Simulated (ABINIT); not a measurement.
# Li3SF (Pm-3m): third-order response, part 2 of 3

Which lines does Li3SF (Pm-3m) show in Raman and infrared spectra?

ABINIT 10.8.3; DFT LDA, scalar-relativistic, plane waves, PseudoDojo norm-conserving pseudopotentials.

So far. Step 5 (Relaxation): The volume changes by +0.2 % in this run and stands -29.8 % from the first cell. Step 6 (Self-consistent run for the response): The cell stands at -0.86 GPa: the relaxation ran with a smoothed and higher cutoff and on another k mesh. The relaxed cell has a = 4.391 Å (conventional setting).

The structure was built from a prototype and need not be the compound's stable phase.

## (8) Zone-centre response

The derivative of the wavefunctions by k comes first, since the response to a field is built on it; then the field and the displacements that symmetry doesn't supply are solved at q = 0. By the 2n+1 theorem the first-order wavefunctions also give third derivatives: Raman tensors and the non-linear susceptibility.

It reads the wavefunctions written in step 6.

dfpt_gamma.abi

```
ndtset 3

# common to the responses
getwfk_filepath "gso_WFK"
kptopt 2
nqpt 1
qpt 0.0 0.0 0.0
asr 0
chneut 0

# d/dk
rfelfd1 2
rfdir1 1 1 1
iscf1 -3
tolwfr1 1.0d-20

# displacements, field
rfphon2 1
rfatpol2 1 5
rfdir2 1 1 1
rfelfd2 3
getddk2 1
tolvrs2 1.0d-10
prepanl2 1
prtden2 1

# third order
optdriver3 5
getden_filepath3 "gso_DEN"
get1den3 2
get1wf3 2
getddk3 1
d3e_pert1_elfd3 1
d3e_pert1_phon3 1
d3e_pert1_atpol3 1 5
d3e_pert1_dir3 1 1 1
d3e_pert2_elfd3 1
d3e_pert2_dir3 1 1 1
d3e_pert3_elfd3 1
d3e_pert3_dir3 1 1 1
usepead3 1
tolvrs3 1.0d-10

# basis, mesh and filling
ecut 34.0
ngkpt 4 4 4
nshiftk 1
shiftk 0.5 0.5 0.5
istwfk *1
occopt 1
nband 11
nstep 100
diemac 9.0
prtebands 0
prtgsr 0

# cell and atoms
acell 8.297147831 8.297147831 8.297147831
rprim 
    1.0 0.0 0.0
    0.0 1.0 0.0
    0.0 0.0 1.0
ntypat 3
znucl 9 16 3
natom 5
typat 1 2 3 3 3
xred 
    0.0 0.0 0.0
    0.5 0.5 0.5
    0.5 0.5 0.0
    0.5 0.0 0.5
    0.0 0.5 0.5
pp_dirpath "./pseudo"
pseudos "F.upf, S.upf, Li.upf"
```

Run with:

```sh
$ OMP_NUM_THREADS=1 mpirun -n 4 abinit dfpt_gamma.abi > dfpt_gamma.log
```

Numbers of over 12 decimals in the logs are rounded to 6 here.

dfpt_gamma.abo, the main output file:

```text
[banners, grids, parts of the stress and lines that vanish by symmetry left out]
- input  file    -> dfpt_gamma.abi
- output file    -> dfpt_gamma.abo
- root for input  files -> dfpt_gammai
[...]
DATASET    1 : space group Pm -3 m (#221); Bravais cP (primitive cubic)
[...]
nfft =       91125          nkpt =          32
[...]
DATASET    2 : space group Pm -3 m (#221); Bravais cP (primitive cubic)
[...]
nfft =       91125          nkpt =          32
[...]
DATASET    3 : space group Pm -3 m (#221); Bravais cP (primitive cubic)
[...]
mpw =        5416          nfft =       91125          nkpt =          32
[...]
== DATASET  1 ==================================================================
[...]
cutoff_energies: {ecut:  34.0, pawecutdg:  -1.0, }
[...]
-  3.00000   3.00000  180309                  znucl, zion, pspdat
[...]
Perturbation : derivative vs k along direction   1
[...]
-ETOT  1  -12.883350800217     -1.288E+01 7.752E-02 0.000E+00
 ETOT  2  -12.953092416877     -6.974E-02 2.034E-03 0.000E+00
 ETOT  3  -12.954691019154     -1.599E-03 8.920E-05 0.000E+00
 ETOT  4  -12.954741526198     -5.051E-05 3.282E-06 0.000E+00
 ETOT  5  -12.954743366798     -1.841E-06 1.511E-07 0.000E+00
[...]
At SCF step   15   max residual=  9.61E-21 < tolwfr=  1.00E-20 =>converged.
[...]
Perturbation : derivative vs k along direction   2
[...]
-ETOT  1  -12.881221366833     -1.288E+01 7.367E-02 0.000E+00
[...]
At SCF step   15   max residual=  9.96E-21 < tolwfr=  1.00E-20 =>converged.
[...]
Perturbation : derivative vs k along direction   3
[...]
-ETOT  1  -12.883350832139     -1.288E+01 7.752E-02 0.000E+00
[...]
At SCF step   15   max residual=  9.61E-21 < tolwfr=  1.00E-20 =>converged.
[...]
1        1       0.7315869316    0.0000000000
     1        2       0.0000000000    0.0000000000
     1        3       0.0000000000    0.0000000000
     2        1       0.0000000000    0.0000000000
     2        2       0.7315869316   -0.0000000000
     2        3       0.0000000000    0.0000000000
     3        1       0.0000000000    0.0000000000
     3        2       0.0000000000    0.0000000000
     3        3       0.7315869316   -0.0000000000
[...]
== DATASET  2 ==================================================================
[...]
cutoff_energies: {ecut:  34.0, pawecutdg:  -1.0, }
[...]
Perturbation : displacement of atom   1   along direction   1
[...]
-ETOT  1   2.265658     -6.637E+03 7.608E+00 2.092E+03
[...]
At SCF step   11       vres2   =  1.45E-12 < tolvrs=  1.00E-10 =>converged.
[...]
Perturbation : displacement of atom   2   along direction   1
[...]
-ETOT  1   9.283420     -5.060E+02 1.813E+00 8.322E+03
[...]
At SCF step   10       vres2   =  5.95E-11 < tolvrs=  1.00E-10 =>converged.
[...]
Perturbation : displacement of atom   3   along direction   1
[...]
-ETOT  1  0.198463     -2.359E+03 2.320E+01 5.010E+02
[...]
At SCF step   10       vres2   =  5.03E-11 < tolvrs=  1.00E-10 =>converged.
[...]
Perturbation : displacement of atom   3   along direction   3
[...]
-ETOT  1   8.522257     -2.339E+03 2.097E+01 3.202E+03
[...]
At SCF step   10       vres2   =  2.60E-11 < tolvrs=  1.00E-10 =>converged.
[...]
Perturbation : homogeneous electric field along direction   1
[...]
-ETOT  1  -35.445532610085     -3.545E+01 3.788E-01 3.285E+04
[...]
At SCF step   11       vres2   =  2.04E-12 < tolvrs=  1.00E-10 =>converged.
[...]
Perturbation : homogeneous electric field along direction   2
[...]
-ETOT  1  -35.373320623098     -3.537E+01 3.055E-01 3.294E+04
[...]
At SCF step   11       vres2   =  1.89E-12 < tolvrs=  1.00E-10 =>converged.
[...]
Perturbation : homogeneous electric field along direction   3
[...]
-ETOT  1  -35.445532033950     -3.545E+01 3.788E-01 3.285E+04
[...]
ETOT 10  -45.196971950578     -6.352E-12 4.231E-13 1.450E-10
 ETOT 11  -45.196971950578     -4.832E-13 4.573E-15 2.060E-12
 At SCF step   11       vres2   =  2.06E-12 < tolvrs=  1.00E-10 =>converged.
[...]
Dielectric tensor, in cartesian coordinates,
[...]
1    7   1    7         2.7339263129        -0.0000000000
   1    7   2    7        -0.0000000000        -0.0000000000
   1    7   3    7        -0.0000000000        -0.0000000000
   2    7   1    7        -0.0000000000        -0.0000000000
   2    7   2    7         2.7339263129        -0.0000000000
   2    7   3    7        -0.0000000000        -0.0000000000
   3    7   1    7        -0.0000000000        -0.0000000000
   3    7   2    7        -0.0000000000        -0.0000000000
   3    7   3    7         2.7339263129        -0.0000000000
  Effective charges, in cartesian coordinates,
[...]
1    1   1    7        -1.4078927816         0.0000000000
   2    1   1    7         0.0000000000         0.0000000000
   3    1   1    7         0.0000000000         0.0000000000
   1    2   1    7        -1.4369277925         0.0000000000
   2    2   1    7         0.0000000000         0.0000000000
[...]
Effective charges, in cartesian coordinates,
[...]
2    7   1    5         0.0000000000         0.0000000000
   3    7   1    5         0.0000000000         0.0000000000
   1    7   2    5         0.0000000000         0.0000000000
   2    7   2    5         0.8019883933         0.0000000000
   3    7   2    5         0.0000000000         0.0000000000
   1    7   3    5         0.0000000000         0.0000000000
   2    7   3    5         0.0000000000         0.0000000000
   3    7   3    5         0.8019883933         0.0000000000
  Phonon wavevector (reduced coordinates) :  0.00000  0.00000  0.00000
 Phonon energies in Hartree :
[...]
Phonon frequencies in cm-1    :
- -2.227674E+02 -2.227674E+02 -2.227674E+02 -1.840209E+02 -1.840209E+02
- -1.840209E+02  2.818686E+00  2.818686E+00  2.818686E+00  1.777404E+02
-  1.777404E+02  1.777404E+02  6.776200E+02  6.776200E+02  6.776200E+02
  Phonon at Gamma, with non-analyticity in the
[...]
Phonon energies in Hartree :
[...]
Phonon frequencies in cm-1    :
- -2.227674E+02 -2.227674E+02 -1.840209E+02 -1.840209E+02 -1.840209E+02
-  2.808430E+00  2.818686E+00  2.818686E+00  7.879399E+01  1.777404E+02
-  1.777404E+02  1.874779E+02  6.776200E+02  6.776200E+02  7.228091E+02
  Phonon at Gamma, with non-analyticity in the
[...]
Phonon energies in Hartree :
[...]
Phonon frequencies in cm-1    :
- -2.227674E+02 -2.227674E+02 -1.840209E+02 -1.840209E+02 -1.840209E+02
-  2.808430E+00  2.818686E+00  2.818686E+00  7.879399E+01  1.777404E+02
-  1.777404E+02  1.874779E+02  6.776200E+02  6.776200E+02  7.228091E+02
  Phonon at Gamma, with non-analyticity in the
[...]
Phonon energies in Hartree :
[...]
Phonon frequencies in cm-1    :
- -2.227674E+02 -2.227674E+02 -1.840209E+02 -1.840209E+02 -1.840209E+02
-  2.808430E+00  2.818686E+00  2.818686E+00  7.879399E+01  1.777404E+02
-  1.777404E+02  1.874779E+02  6.776200E+02  6.776200E+02  7.228091E+02
[...]
== DATASET  3 ==================================================================
[...]
cutoff_energies: {ecut:  34.0, pawecutdg:  -1.0, }
[...]
1          1       -0.000000000       -0.000000000       -0.000000000
[...]
1          2       -0.000000000       -0.000000000       -0.000000000
[...]
1          3       -0.000000000       -0.000000000       -0.000000000
[...]
2          1       -0.000000000       -0.000000000       -0.000000000
[...]
2          2       -0.000000000       -0.000000000       -0.000000000
[...]
2          3       -0.000000000       -0.000000000       -0.000000000
[...]
3          1       -0.000000000       -0.000000000       -0.000000000
[...]
3          2       -0.000000000       -0.000000000       -0.000000000
[...]
3          3       -0.000000000       -0.000000000       -0.000000000
[...]
4          1       -0.000000000       -0.000000000       -0.000000000
[...]
4          2       -0.000000000       -0.000000000       -0.000000000
[...]
4          3       -0.000000000       -0.000000000       -0.000000000
[...]
5          1       -0.000000000       -0.000000000       -0.000000000
[...]
5          2       -0.000000000       -0.000000000       -0.000000000
[...]
5          3       -0.000000000       -0.000000000       -0.000000000
[...]
strten2     0.0000000000E+00  0.0000000000E+00  0.0000000000E+00
           strten3     0.0000000000E+00  0.0000000000E+00  0.0000000000E+00
================================================================================
```

It took 3.1 min on 4 MPI ranks of Arm Neoverse V1, shared host.

Numbers from this step:

| Property | Result |
| --- | --- |
| miss of the charge sum rule | 0.002880 e |
| largest acoustic frequency at the zone centre before the sum rule | 2.82 cm⁻¹ |
| highest optical zone-centre mode (no LO-TO term) | 677.6 cm⁻¹ |
| lowest optical zone-centre mode | -222.8 cm⁻¹ |
| mean high-frequency dielectric constant | 2.734 |
| largest Born charge in size (third of the trace) | 1.437 e |

Born charge (rows field, columns displacement), before the sum rule (e), principal values of the symmetric part by kind of site:

```csv
atom,atoms with these values,low,middle,high,mean
F1,1,-1.41,-1.41,-1.41,-1.41
S2,1,-1.44,-1.44,-1.44,-1.44
Li3,3,0.80,0.80,1.24,0.95
```

In full for S2:

```
-1.44  0.00  0.00
 0.00 -1.44  0.00
 0.00  0.00 -1.44
```

High-frequency dielectric tensor:

```
2.73 0.00 0.00
0.00 2.73 0.00
0.00 0.00 2.73
```

The acoustic modes at Γ come out as far as 2.8 cm⁻¹ from zero, where they should vanish, a small numerical error; the Born charges miss their sum rule by 0.0029 e, which is good. The lowest optical mode is imaginary, 223i cm⁻¹, an instability at this level and on this k mesh.

## (9) Zone-centre analysis

anaddb reads the merged derivatives, imposes the acoustic sum rule and charge neutrality, and adds the LO-TO term along chosen directions.

anaddb.abi

```
ddb_filepath "gamma_DDB"
output_file "anaddb.abo"
outdata_prefix "anaddb"
asr 1
chneut 1
enunit 2
eivec 1
nph1l 1
qph1l 0.0 0.0 0.0 1.0
dieflag 2
nph2l 3
qph2l 
    1.0 0.0 0.0 0.0
    0.0 0.0 1.0 0.0
    1.0 1.0 1.0 0.0
nlflag 1
ramansr 1
alphon 1
prtmbm 1
```

mrgddb.in

```
gamma_DDB
merged
3
dfpt_gammao_DS2_DDB
dfpt_gammao_DS3_DDB
gso_DDB
```

Run with:

```sh
$ mrgddb < mrgddb.in > mrgddb.log
$ OMP_NUM_THREADS=1 anaddb anaddb.abi > anaddb.log
```

anaddb.abo, the main output file:

```text
[banners, grids, parts of the stress and lines that vanish by symmetry left out]
-outvars_anaddb: echo values of input variables ----------------------

 Flags :
[...]
Dielectric Tensor and Effective Charges
[...]
Effective charge tensors after
[...]
1          1       -0.000000000       -0.000000000       -0.000000000
[...]
1          2       -0.000000000       -0.000000000       -0.000000000
[...]
1          3       -0.000000000       -0.000000000       -0.000000000
[...]
2          1       -0.000000000       -0.000000000       -0.000000000
[...]
2          2       -0.000000000       -0.000000000       -0.000000000
[...]
2          3       -0.000000000       -0.000000000       -0.000000000
[...]
3          1       -0.000000000       -0.000000000       -0.000000000
[...]
3          2       -0.000000000       -0.000000000       -0.000000000
[...]
3          3       -0.000000000       -0.000000000       -0.000000000
[...]
4          1       -0.000000000       -0.000000000       -0.000000000
[...]
4          2       -0.000000000       -0.000000000       -0.000000000
[...]
4          3       -0.000000000       -0.000000000       -0.000000000
[...]
5          1       -0.000000000       -0.000000000       -0.000000000
[...]
5          2       -0.000000000       -0.000000000       -0.000000000
[...]
5          3       -0.000000000       -0.000000000       -0.000000000
[...]
Phonon wavevector (reduced coordinates) :  0.00000  0.00000  0.00000
 Phonon energies in Hartree :
[...]
Phonon energies in meV     :
- -2.762318E+01 -2.762318E+01 -2.762318E+01 -2.281570E+01 -2.281570E+01
- -2.281570E+01  0.000000E+00  0.000000E+00  0.000000E+00  2.203374E+01
-  2.203374E+01  2.203374E+01  8.401418E+01  8.401418E+01  8.401418E+01
 Phonon frequencies in cm-1    :
- -2.227960E+02 -2.227960E+02 -2.227960E+02 -1.840211E+02 -1.840211E+02
- -1.840211E+02  0.000000E+00  0.000000E+00  0.000000E+00  1.777141E+02
-  1.777141E+02  1.777141E+02  6.776200E+02  6.776200E+02  6.776200E+02
 Phonon frequencies in Thz     :
- -6.679256E+00 -6.679256E+00 -6.679256E+00 -5.516812E+00 -5.516812E+00
- -5.516812E+00  0.000000E+00  0.000000E+00  0.000000E+00  5.327734E+00
-  5.327734E+00  5.327734E+00  2.031454E+01  2.031454E+01  2.031454E+01
 Phonon energies in Kelvin  :
- -3.205537E+02 -3.205537E+02 -3.205537E+02 -2.647652E+02 -2.647652E+02
- -2.647652E+02  0.000000E+00  0.000000E+00  0.000000E+00  2.556909E+02
-  2.556909E+02  2.556909E+02  9.749441E+02  9.749441E+02  9.749441E+02
[...]
-  1  0.00000000E+00 -1.44676965E-07  3.50111022E-03
-     0.00000000E+00  0.00000000E+00  0.00000000E+00
-  2  0.00000000E+00  0.00000000E+00  5.04920520E-05
-     0.00000000E+00  0.00000000E+00  0.00000000E+00
-  3  0.00000000E+00  1.96857485E-07 -2.88540469E-04
-     0.00000000E+00  0.00000000E+00  0.00000000E+00
-  4  0.00000000E+00  0.00000000E+00 -4.76385272E-03
-     0.00000000E+00  0.00000000E+00  0.00000000E+00
-  5  0.00000000E+00  1.96857485E-07 -4.76385272E-03
-     0.00000000E+00  0.00000000E+00  0.00000000E+00
[...]
-  1  0.00000000E+00  3.50111022E-03  1.44676958E-07
-     0.00000000E+00  0.00000000E+00  0.00000000E+00
-  2  0.00000000E+00  5.04920520E-05  0.00000000E+00
-     0.00000000E+00  0.00000000E+00  0.00000000E+00
-  3  0.00000000E+00 -4.76385272E-03  0.00000000E+00
-     0.00000000E+00  0.00000000E+00  0.00000000E+00
-  4  0.00000000E+00 -2.88540469E-04 -1.96857476E-07
-     0.00000000E+00  0.00000000E+00  0.00000000E+00
-  5  0.00000000E+00 -4.76385272E-03 -1.96857476E-07
-     0.00000000E+00  0.00000000E+00  0.00000000E+00
[...]
-  1  3.50111022E-03  0.00000000E+00  0.00000000E+00
-     0.00000000E+00  0.00000000E+00  0.00000000E+00
-  2  5.04920520E-05  0.00000000E+00  0.00000000E+00
-     0.00000000E+00  0.00000000E+00  0.00000000E+00
-  3 -4.76385272E-03  0.00000000E+00  0.00000000E+00
-     0.00000000E+00  0.00000000E+00  0.00000000E+00
-  4 -4.76385272E-03  0.00000000E+00  0.00000000E+00
-     0.00000000E+00  0.00000000E+00  0.00000000E+00
[...]
-  4  3.37104799E-04  0.00000000E+00  0.00000000E+00
[...]
-  5 -8.18677051E-03  0.00000000E+00  0.00000000E+00
[...]
-         0.000000000       0.000000000       0.000000000
-         0.000000000       0.000000000       0.000000000
-         0.000000000       0.000000000       0.000000000
[...]
-         0.000000000       0.000000000       0.000000000
-         0.000000000       0.000000000       0.000000000
-         0.000000000       0.000000000       0.000000000
[...]
Phonon at Gamma, with non-analyticity in the
[...]
Phonon energies in Hartree :
[...]
Phonon energies in meV     :
- -2.762318E+01 -2.762318E+01 -2.281570E+01 -2.281570E+01 -2.281570E+01
-  0.000000E+00  0.000000E+00  0.000000E+00  9.739731E+00  2.203374E+01
-  2.203374E+01  2.323908E+01  8.401418E+01  8.401418E+01  8.961346E+01
 Phonon frequencies in cm-1    :
- -2.227960E+02 -2.227960E+02 -1.840211E+02 -1.840211E+02 -1.840211E+02
[...]
Phonon frequencies in Thz     :
[...]
Phonon energies in Kelvin  :
[...]
-  1  0.00000000E+00  1.80634081E-07 -3.50111022E-03
[...]
-  2  0.00000000E+00  0.00000000E+00 -5.04920520E-05
[...]
-  3  0.00000000E+00 -2.45783224E-07  2.88540469E-04
[...]
-  4  0.00000000E+00  0.00000000E+00  4.76385271E-03
[...]
Phonon at Gamma, with non-analyticity in the
[...]
Phonon energies in Hartree :
[...]
Phonon energies in meV     :
[...]
Phonon frequencies in cm-1    :
[...]
Phonon frequencies in Thz     :
[...]
Phonon energies in Kelvin  :
[...]
Phonon at Gamma, with non-analyticity in the
[...]
Phonon energies in Hartree :
[...]
Phonon energies in meV     :
[...]
Phonon frequencies in cm-1    :
[...]
Phonon frequencies in Thz     :
[...]
Phonon energies in Kelvin  :
[...]
-  0.000000E+00  0.000000E+00  0.000000E+00  1.130249E+02  2.556909E+02
-  2.556909E+02  2.696783E+02  9.749441E+02  9.749441E+02  1.039921E+03
[...]
-  4  2.70142527E-04  4.38975329E-03 -8.93866477E-05
[...]
-  5 -6.56055589E-03 -1.80755879E-04 -8.93866477E-05
[...]
-         0.000000000       0.000000000       0.000000000
-         0.000000000       0.000000000       0.000000000
[...]
Spherical averages : G0=     0.000000000    G1=     0.000000000    G2=     0.000000000

-
```

Elapsed: 1.5 s, on 1 thread.

This step gave:

```
miss of the charge sum rule          : 0.00288 e
highest mode moved by the LO-TO term : 722.8 cm⁻¹
```

No LO-TO term; unit eigenvectors of the mass-weighted matrix, from anaddb's displacements. Modes at Γ, with each element's share of the kinetic energy (negative means imaginary):

```csv
mode,frequency (cm⁻¹),symmetry,F %,S %,Li %
1,-222.8,T1u,42,0,58
2,-222.8,T1u,42,0,58
3,-222.8,T1u,42,0,58
4,-184.0,T2u,0,0,100
5,-184.0,T2u,0,0,100
6,-184.0,T2u,0,0,100
7,0.0,acoustic,26,45,29
8,0.0,acoustic,26,45,29
9,0.0,acoustic,26,45,29
10,177.7,T1u,31,40,28
11,177.7,T1u,31,40,28
12,177.7,T1u,31,40,28
13,677.6,T1u,0,15,85
14,677.6,T1u,0,15,85
15,677.6,T1u,0,15,85
```

Displacements in mode 1 (-222.8 cm⁻¹), the largest set to 1:
```
F1   0.00  0.00  0.73
S2   0.00  0.00  0.01
Li3  0.00  0.00 -0.06
Li4  0.00  0.00 -1.00
Li5  0.00  0.00 -1.00
```

Displacements in mode 10 (177.7 cm⁻¹), the largest set to 1:
```
F1   0.00  0.00  0.99
S2   0.00  0.00 -0.87
Li3  0.00  0.00 -0.69
Li4  0.00  0.00  1.00
Li5  0.00  0.00  1.00
```

With imaginary modes the relaxed-ion tensors have no meaning and are not tabulated.

The rule moves no optical mode by more than 0.1 cm⁻¹.

(Continued in part 3 of 3.)

[Host names and launcher messages were left out of these logs when they were recorded.]

[Logs are printed without paths, hosts, clocks, repeated set-up lines and the standing remarks that a program may print on its own settings, such as how far it seeks lower states.]

[Hosts, paths, dates, database ids (printed as entryN), source tags and the programs' standing remarks are cut or masked in the printed files.]
